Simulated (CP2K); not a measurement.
The C K edge of 4-formylpyridine was computed by TDDFT (CP2K XAS_TDP, aug-cc-pVDZ, TDA) at these levels: PBEh(45%), PBEh(45%) + GW2X and PBEh(60%). The first three lines of C2 (bonded to C, O and H) with a strength over 0.0015, energy in eV and strength:

```
run           first          second           third
  1  281.40 (0.060)  286.34 (0.008)  286.70 (0.003)
  2  285.16 (0.071)  291.47 (0.028)  291.53 (0.008)
  3  288.12 (0.059)  293.05 (0.008)  293.42 (0.003)
```

Question: Which run is which?

Run 1: PBEh(45%) (45 % exact exchange). Run 2: PBEh(60%) (60 % exact exchange). Run 3: PBEh(45%) + GW2X (45 % exact exchange). Self-interaction lifts the core level, so the uncorrected lines rise with the share of exact exchange. The GW2X run keeps the spacings of its parent: 4.93 eV between the first two lines in run 3, 4.94 eV in run 1. Its shift is +6.72 eV, since the Kohn–Sham level at this share of exchange lies that far above the quasiparticle level.

[Banner, clock and machine lines of the logs are left out without a mark of their own.]

[Logs are printed without paths, hosts, clocks, repeated set-up lines and the standing remarks that a program may print on its own settings, such as how far it seeks lower states.]

[Hosts, paths, dates, database ids (printed as entryN), source tags and the programs' standing remarks are cut or masked in the printed files.]
